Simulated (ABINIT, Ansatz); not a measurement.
# Lattice dynamics of Ho (P6_3/mmc) in two programs, part 4 of 4

How does Ho (P6_3/mmc) vibrate, and is this structure a minimum?

ABINIT 10.8.3; DFT PBE, scalar-relativistic, plane waves, PseudoDojo norm-conserving, 4f in core pseudopotentials.

So far, highest frequency (cm⁻¹): step 7 (interpolated phonon bands) 111.

### Step 9. Cross-check with Ansatz

A second program on the same cell, potentials, cutoff and meshes tests the implementation of the phonon response, not its convergence.

This step: DFT PBE, scalar-relativistic, plane waves, norm-conserving pseudopotentials, 4f in core (Ansatz 0.2.0).

The input, input.yaml:

```yaml
crystal:
  lattice:
    - [3.5828911428, 0.0, 0.0]
    - [-1.7914455714, 3.1028747486, 0.0]
    - [0.0, 0.0, 5.6009074241]
  atoms:
    - { symbol: Ho, position: [0.3333333333, 0.6666666667, 0.25] }
    - { symbol: Ho, position: [0.6666666667, 0.3333333333, 0.75] }
kpoints:
  mp_grid: { grid: [12, 12, 8] }
hamiltonian:
  xc: pbe
  pseudopotentials:
    kind: nc
    azcp: { Ho: "pseudopotentials/pbe/nc/lanthanide_3plus/Ho.nc.azcp" }
    accuracy: standard
scf:
  occupations: { method: gaussian, width: 0.27211 }
output:
  eigenvalues: true
basis:
  ecutwfc: 571.439
phonons:
  method: dfpt
  qmesh: [3, 3, 2]
  temperatures: { t_max: 1000, t_step: 50 }
  qpath:
    path:
      - [[0.0, 0.0, 0.0], [0.5, 0.0, 0.0], [0.33333333, 0.33333333, 0.0], [0.0, 0.0, 0.0], [0.0, 0.0, 0.5], [0.5, 0.0, 0.5], [0.33333333, 0.33333333, 0.5], [0.0, 0.0, 0.5]]
      - [[0.5, 0.0, 0.5], [0.5, 0.0, 0.0]]
      - [[0.33333333, 0.33333333, 0.5], [0.33333333, 0.33333333, 0.0]]
    npoints: 10
  electrical_resistivity: { temperatures: [77, 300], mesh: [24, 24, 16] }
```

Command:

```sh
$ ansatz run input.yaml --threads 16 --pin off --max-ram 32768MiB --backend cpu --events-out ev --progress --plain --runs-dir out
```

Numbers of over 12 decimals in the logs are rounded to 6 here.

Log:

```text
Warning: basis.ecutwfc = 571.439 eV is below the records' recommended 680.284656 eV, and the density's cutoff is lower with it unless basis.ecutrho_ratio is high enough to keep the records' density cutoff: compare with a run at a higher cutoff
Engine: ansatz 0.2.0, aarch64-unknown-linux-gnu
Pseudopotentials: kind: nc
Pseudopotential: Ho, nc, valence charge 11, recommended cutoff 680.284656 eV (normal), <dir>
Functional definition: PBE
  parameter kappa = 0.804
  parameter beta = 0.066725
  exchange = pbe_x(kappa = kappa, mu = beta*pi^2/3)
  correlation = pbe_c(beta = beta)
Crystal: 2 atoms, lattice volume = 62.267 Å³
Basis set: ecut = 571.439 eV, 1911 PW (Γ), exchange–correlation on 60×60×96 points (8 copies of the dense FFT grid, shifted against one another)
Bands: 15, of which v1, the nominal top of the filled ones, is band 11 counted from 1 (10 counted from 0)
Symmetry: 24 space group operations
k-points: 95 of 1152
Non-local potential: Ho, projectors of the file, l = 0: 2, l = 1: 2, l = 2: 2, l = 3: 1
Initial density: superposition of atomic densities (chi_scale 0.1, normalization cell)
Initial wavefunctions: pseudopotential atomic-orbital guess
Functional: x = pbe(κ = 0.804, μ = 0.219515), c = pbe(β = 0.066725)
SCF iter   1: F=—  HF=-2402.839455 eV  |F-HF|=—  |Δ(HF+E_count)|=         —  Δρ=1.27e-2  dr2=1.46e-1  ethr=3.10e-3  ⟨swp⟩=4.7  Hψ=6196  notcnv=0
preconditioner: auto → Kerker (q_TF=auto, 2.294 Å⁻¹)  [metal: Δε(μ)=0.001 eV  Ē_g=2.899 eV  σ=0.272 eV  W_gap=0.00  n_scr=10 (ndim 8)  ℏωp=11.5 eV  f_vac=0.000  D(μ)=3.42/eV (n_scr^D=34)]
SCF iter   2: F=—  HF=-2402.819244 eV  |F-HF|=—  |Δ(HF+E_count)|=   2.02e-2  Δρ=8.44e-3  dr2=6.41e-2  ethr=6.65e-4  ⟨swp⟩=2.1  Hψ=2634  notcnv=0
SCF iter   3: F=—  HF=-2402.807996 eV  |F-HF|=—  |Δ(HF+E_count)|=   1.12e-2  Δρ=1.00e-3  dr2=4.72e-4  ethr=2.91e-4  ⟨swp⟩=2.6  Hψ=2505  notcnv=0
SCF iter   4: F=—  HF=-2402.807864 eV  |F-HF|=—  |Δ(HF+E_count)|=   1.32e-4  Δρ=1.12e-4  dr2=7.51e-6  ethr=2.15e-6  ⟨swp⟩=2.4  Hψ=2471  notcnv=0
SCF iter   5: F=—  HF=-2402.807866 eV  |F-HF|=—  |Δ(HF+E_count)|=   2.54e-6  Δρ=3.16e-5  dr2=5.11e-7  ethr=3.41e-8  ⟨swp⟩=2.2  Hψ=2302  notcnv=0
SCF iter   6: F=—  HF=-2402.807867 eV  |F-HF|=—  |Δ(HF+E_count)|=   6.20e-7  Δρ=4.95e-6  dr2=9.84e-9  ethr=2.32e-9  ⟨swp⟩=2.4  Hψ=2402  notcnv=0
SCF iter   7: F=—  HF=-2402.807867 eV  |F-HF|=—  |Δ(HF+E_count)|=   1.30e-9  Δρ=6.70e-7  dr2=2.47e-10  ethr=4.47e-11  ⟨swp⟩=2.3  Hψ=2561  notcnv=0
SCF iter   8: F=-2402.807867 eV  HF=-2402.807867 eV  |F-HF|=3.18e-12  |Δ(HF+E_count)|=  7.41e-11  Δρ=1.30e-7  dr2=8.41e-12  ethr=1.00e-12  ⟨swp⟩=8.7  Hψ=9612  notcnv=0
SCF 1 converged in 8 iterations: F = -2402.807867 eV  dr2 = 8.41e-12
NSCF: frozen V_eff on 95 k-points
NSCF: frozen V_eff on 215 k-points
DFPT response loops at q = (0, 0, 0) (fractional): preconditioner auto → Kerker (q_TF=auto, 2.294 Å⁻¹) (partly filled bands, converged f_vac=0.000); β = 1.00, the filter's whole step (`scf.mixing.beta` (0.50) is not read by the response loops under this deck's `scf.mixing.preconditioner`; to damp them name `kerker` or `kerker_dos`, under which they read `scf.mixing.beta`, and type it under 1.00, their step now; both keys bind the ground state too); Broyden in place of MSR1
NSCF: frozen V_eff on 430 k-points
DFPT response loops at q = (0, 0, -0.5) (fractional): mixed as the last ones told, above
NSCF: frozen V_eff on 780 k-points
DFPT response loops at q = (0, 0.333333, 0) (fractional): mixed as the last ones told, above
NSCF: frozen V_eff on 780 k-points
DFPT response loops at q = (0, 0.333333, -0.5) (fractional): mixed as the last ones told, above
NSCF: frozen V_eff on 780 k-points
DFPT response loops at q = (0.333333, 0.333333, 0) (fractional): mixed as the last ones told, above
NSCF: frozen V_eff on 780 k-points
DFPT response loops at q = (0.333333, 0.333333, -0.5) (fractional): mixed as the last ones told, above
SCF iter   1: F=—  HF=-2402.839455 eV  |F-HF|=—  |Δ(HF+E_count)|=         —  Δρ=1.27e-2  dr2=1.46e-1  ethr=3.10e-3  ⟨swp⟩=4.7  Hψ=6196  notcnv=0
SCF iter   2: F=—  HF=-2402.819244 eV  |F-HF|=—  |Δ(HF+E_count)|=   2.02e-2  Δρ=8.44e-3  dr2=6.41e-2  ethr=6.65e-4  ⟨swp⟩=2.1  Hψ=2634  notcnv=0
SCF iter   3: F=—  HF=-2402.807996 eV  |F-HF|=—  |Δ(HF+E_count)|=   1.12e-2  Δρ=1.00e-3  dr2=4.72e-4  ethr=2.91e-4  ⟨swp⟩=2.6  Hψ=2505  notcnv=0
SCF iter   4: F=—  HF=-2402.807864 eV  |F-HF|=—  |Δ(HF+E_count)|=   1.32e-4  Δρ=1.12e-4  dr2=7.51e-6  ethr=2.15e-6  ⟨swp⟩=2.4  Hψ=2471  notcnv=0
SCF iter   5: F=—  HF=-2402.807866 eV  |F-HF|=—  |Δ(HF+E_count)|=   2.54e-6  Δρ=3.16e-5  dr2=5.11e-7  ethr=3.41e-8  ⟨swp⟩=2.2  Hψ=2302  notcnv=0
SCF iter   6: F=—  HF=-2402.807867 eV  |F-HF|=—  |Δ(HF+E_count)|=   6.20e-7  Δρ=4.95e-6  dr2=9.84e-9  ethr=2.32e-9  ⟨swp⟩=2.4  Hψ=2402  notcnv=0
SCF iter   7: F=—  HF=-2402.807867 eV  |F-HF|=—  |Δ(HF+E_count)|=   1.30e-9  Δρ=6.70e-7  dr2=2.47e-10  ethr=4.47e-11  ⟨swp⟩=2.3  Hψ=2561  notcnv=0
SCF iter   8: F=-2402.807867 eV  HF=-2402.807867 eV  |F-HF|=2.73e-12  |Δ(HF+E_count)|=  7.19e-11  Δρ=1.30e-7  dr2=8.36e-12  ethr=1.00e-12  ⟨swp⟩=4.0  Hψ=4537  notcnv=0
SCF 2 converged in 8 iterations: F = -2402.807867 eV  dr2 = 8.36e-12
NSCF: frozen V_eff on 95 k-points
NSCF: frozen V_eff on 95 k-points
[...]
SCF converged after 8 iterations
Free energy (F): -2402.807867 eV
Harris-Foulkes:  -2402.807867 eV  (|F-HF|=3.18e-12)
Internal energy: -2402.680098 eV  (E = F + TS)
E sigma→0 (E₀):  -2402.743982 eV
Entropy (-TS):   -0.127769 eV (-63.884 meV/atom)
Fermi energy:    10.195939 eV
--- Per-component energies (eV) ---
  E_band       = -267.868286
  E_kinetic    = 589.878787
  E_local      = -1159.513119  (includes V_loc(G=0)·N_el)
  E_nonlocal   = 28.613645
  E_hartree    = 340.026522
  E_xc         = -602.500956
  E_vxc        = -406.900710  (∫ρ·V_xc dr)
  E_ewald      = -1599.184977
  E_smearing   = -0.127769  (= −TS)
  E_closure    = -0.000000  (closes the sum)
  Σ components = -2402.807867   (vs F -2402.807867, Δ=0.00e0)
--- Band table (eV; the first three rows and the last of 95) ---
  k-point 0: bands = [... 7 lower, -13.4383, 4.9114, 8.0030, 11.3329, 12.0893, 12.0893, 12.4787, 12.8024]
  k-point 1: bands = [... 7 lower, -13.4662, 5.0273, 7.9275, 11.2063, 12.0187, 12.0187, 12.3627, 12.6965]
  k-point 2: bands = [... 7 lower, -13.4920, 5.3632, 7.6578, 11.0072, 11.9182, 11.9182, 12.0499, 12.4519]
  k-point 94: bands = [... 7 lower, -13.5544, 9.6290, 9.6290, 9.7943, 9.7943, 10.7196, 10.7196, 13.2532]
--- Phonons (Γ-DFPT): 2 representative perturbations + reference (Σ response iterations 8) ---
  ASR residual: 1.270e-4 → 0.000e0 eV/Å²; symmetrization residual: 2.053e-13 eV/Å²
  ASR residual per site (eV/Å²): 1.27e-4 1.27e-4
  Γ frequencies (cm⁻¹): 0.00 0.00 0.00 65.91 65.91 110.67
--- Phonons (arbitrary-q DFPT): 6 irreducible q on the 3×3×2 mesh ---
  q = [0.0000, 0.0000, 0.0000] (star 1, of the zone-centre solve; hermiticity 5.54e-14, symmetrization 2.75e-14): -0.00 -0.00 0.00 65.91 65.91 110.67
  q = [0.0000, 0.0000, -0.5000] (star 1, 2 solved perturbations in 310 linear systems a pass and spin channel, the states on 215 of 1152 k-point pairs; hermiticity 1.21e-12, symmetrization 6.05e-13): 47.48 47.48 47.48 47.48 81.92 81.92
  q = [0.0000, 0.3333, 0.0000] (star 6, 3 solved perturbations on 390 of 1152 k-point pairs; hermiticity 1.45e-8, symmetrization 4.00e-14): 50.56 54.09 84.75 88.92 93.22 107.33
  q = [0.0000, 0.3333, -0.5000] (star 6, 3 solved perturbations on 390 of 1152 k-point pairs; hermiticity 1.25e-8, symmetrization 5.93e-14): 65.46 65.46 69.76 69.76 99.69 99.69
  q = [0.3333, 0.3333, 0.0000] (star 2, 2 solved perturbations in 545 linear systems a pass and spin channel, the states on 390 of 1152 k-point pairs; hermiticity 1.10e-11, symmetrization 1.37e-11): 79.63 79.63 82.59 82.59 94.58 101.67
  q = [0.3333, 0.3333, -0.5000] (star 2, 2 solved perturbations in 545 linear systems a pass and spin channel, the states on 390 of 1152 k-point pairs; hermiticity 5.35e-9, symmetrization 2.31e-12): 50.53 50.53 96.16 96.16 100.68 100.68
  sum rule: each row above includes the acoustic sum rule's correction from the zone centre's row sums; it moved no ω² by more than (0.46 cm⁻¹)²
  mesh force constants: q→R imaginary residual 0.00e0; ASR residual 1.270e-4 → 0.000e0 eV/Å²; symmetrization residual 6.217e-15 eV/Å²
  interpolated dispersion: 93 rows × 6 modes
  density of states and harmonic sums: on the 21×21×12 q-mesh, interpolated from the force constants of a 3×3×2 supercell (no non-analytic term)
  largest difference from the sums on the solved wave vectors: F 4.72e-2 eV, S 6.15e-5 and C_V 1.43e-5 eV/K
  zero-point energy: 0.028883 eV/cell   skipped modes (ω ≤ 0): 3   left out of the sums: 9.45e-5 of the cell's modes: C_V's classical limit lies that fraction below 3 k_B per atom; for a crystal, a wire or a layer, F and S can be off by more, and a phonons.interpolated_qmesh denser along its periods is the remedy for the sampling
--- Electrical resistivity: potentials and phonons of a 3×3×2 supercell ---
  scattering by harmonic phonons alone, with no dipole-dipole term; scattering by other electrons, impurities, surfaces and spin disorder is left out, and so is spin–orbit coupling
  the resistivity is that of a variational response, whose dependence on the energy is improved iteratively
  at the Fermi level of each mesh (of a tensor a third of its trace):
           mesh   spin    states/(eV spin)  plasma energy (eV)         λ      λ_tr    ħω_log (meV)
       24×24×16                     1.7489              4.2679    0.6580    0.7242           8.626
        12×12×8                     1.7460              4.1390    0.6517    0.7190           8.579
          6×6×4                     1.7299              3.9120    0.6361    0.7330           8.740
  resistivity on the deck's mesh, µΩ·cm:
     T (K)       trace/3  mesh converged            xx            yy            zz    lowest order   relaxation time
     77.00      1.1335e1              no      1.3693e1      1.3693e1      6.6197e0        1.1835e1          1.0737e1
    300.00      5.2513e1              no      6.3256e1      6.3256e1      3.1025e1        5.4194e1          4.9716e1
  mean free path at 77 K (of a tensor a third of its trace): 11.0 nm by what each carries, 9.81 by the Fermi surface alone
  Hall coefficient in a weak field at 77 K (a third of the trace): -1.102e-10 m³/C (as a tensor it moves by 0.5 % between the two finest meshes); by each state's relaxation time: -1.004e-10 m³/C; by a constant relaxation time: -9.039e-11 m³/C
  mean free path at 300 K (of a tensor a third of its trace): 2.36 nm by what each carries, 2.11 by the Fermi surface alone
  Hall coefficient in a weak field at 300 K (a third of the trace): -1.004e-10 m³/C (as a tensor it moves by 2.0 % between the two finest meshes); by each state's relaxation time: -9.244e-11 m³/C; by a constant relaxation time: -8.821e-11 m³/C
  the resistivity times a path that all electrons share, by the Fermi surface of the deck's mesh alone (a third of the trace): 1.118e-15 Ω·m²
  not converged in the mesh (the resistivity at 77 K by 16.20 %; the resistivity at 300 K by 13.36 %): between neighbouring meshes, the two finest first, λ moves by 0.96 % and 2.38 %, λ_tr by 0.76 % and 6.97 % and the resistivity by up to 16.20 % and 41.85 %; an estimate, no bound, puts it up to 8.8e-8 % above the Boltzmann equation's exact value after up to 4 iterations (at most 30 are made, fewer where the estimate is under 1.0e-6 % of each spin channel's own resistivity)
  vibrations of 18 cells: unjudged by the run; compare a larger repeat
  the changes of the potential over all sites missed a rigid shift's by 0.00 % (the site terms' by 0.00 %)
  at the force constants' own smearing the fine mesh and the k-points of their solves give squared frequencies that differ by 0.8 % of the larger at the most, at (0, 0, 0)
```

Run time: 3.8 min. Hardware: 16 threads of Arm Neoverse N1, shared host; peak memory 2.4 GiB.

This step gave:

* sum-rule residual before enforcement: 1.27e-4 eV/Å²
* mean frequency: 77.7 cm⁻¹
* Debye temperature (second moment): 149 K
* logarithmic mean frequency: 74.6 cm⁻¹
* lowest optical zone-centre mode: 65.91 cm⁻¹
* zero-point energy per atom: 14.44 meV
* vibrational entropy at 300 K: 50.74 J/(mol atoms K)

### Step 10. The two compared: ABINIT PseudoDojo and Ansatz, PseudoDojo

Worked out from the results:

| Quantity | Value |
| --- | --- |
| root-mean-square difference | 0.03 cm⁻¹ |
| largest difference | 0.06 cm⁻¹ |
| root-mean-square difference on the path | 0 cm⁻¹ |
| largest difference on the path | 0.1 cm⁻¹ |

The interpolated bands of the two lie on top of each other.

At the solved wavevectors the largest difference (acoustic modes at Γ apart) is 0.05 % of the highest mode.

### Step 11. Outcome

```
space group after relaxation                                       : P6_3/mmc
volume per atom                                                    : 31.1 Å³
highest optical zone-centre mode (no LO-TO term)                   : 110.7 cm⁻¹
lowest optical zone-centre mode                                    : 65.9 cm⁻¹
q mesh                                                             : 3×3×2
lowest mode on the q mesh (acoustic ones at the zone centre apart) : 47.5 cm⁻¹
zero-point energy per atom                                         : 14.5 meV
heat capacity at 300 K                                             : 24.6 J/(mol atoms K)
vibrational entropy at 300 K                                       : 50.7 J/(mol atoms K)
imaginary modes on the q mesh                                      : none
largest difference from Ansatz, PseudoDojo                         : 0.06 cm⁻¹
```

**Reading.** Ho (P6_3/mmc) is dynamically stable on the 3×3×2 mesh; its spectrum reaches 111 cm⁻¹. At the PBE level the optical modes of Ho (P6_3/mmc) at the zone centre run from 66 to 111 cm⁻¹. Along axes with an odd number of divisions the mesh misses the zone-boundary points at one half, where instabilities often lie; those are only interpolated. The base run prints -0.53 GPa, mostly the error of a finite basis; the relaxation, with a smoothed and higher cutoff, had brought the cell to rest. ABINIT PseudoDojo and Ansatz, PseudoDojo agree to 0.06 cm⁻¹ (0.05 % of the highest mode compared) on all solved modes but the acoustic ones at Γ. These are harmonic frequencies at zero temperature: anharmonic shifts and linewidths and thermal expansion are left out. Spin-orbit coupling is left out, which can matter for the heavy elements here. In a metal the frequencies hang on the k mesh and the smearing, most of all near Kohn anomalies. The 4f electrons are frozen in the core as for a trivalent ion, so their moments and any magnetic order are left out. Ansatz warns that the cutoff lies 16 % under the one recommended for these files; agreement at one cutoff is not convergence. Electron-phonon sums were run after this but are left out, since no second program bore their λ out within 30 %; a λ that a log prints is not taken as a result.

[Host names and launcher messages were left out of these logs when they were recorded.]

[Logs are printed without paths, hosts, clocks, repeated set-up lines and the standing remarks that a program may print on its own settings, such as how far it seeks lower states.]

[Hosts, paths, dates, database ids (printed as entryN), source tags and the programs' standing remarks are cut or masked in the printed files.]
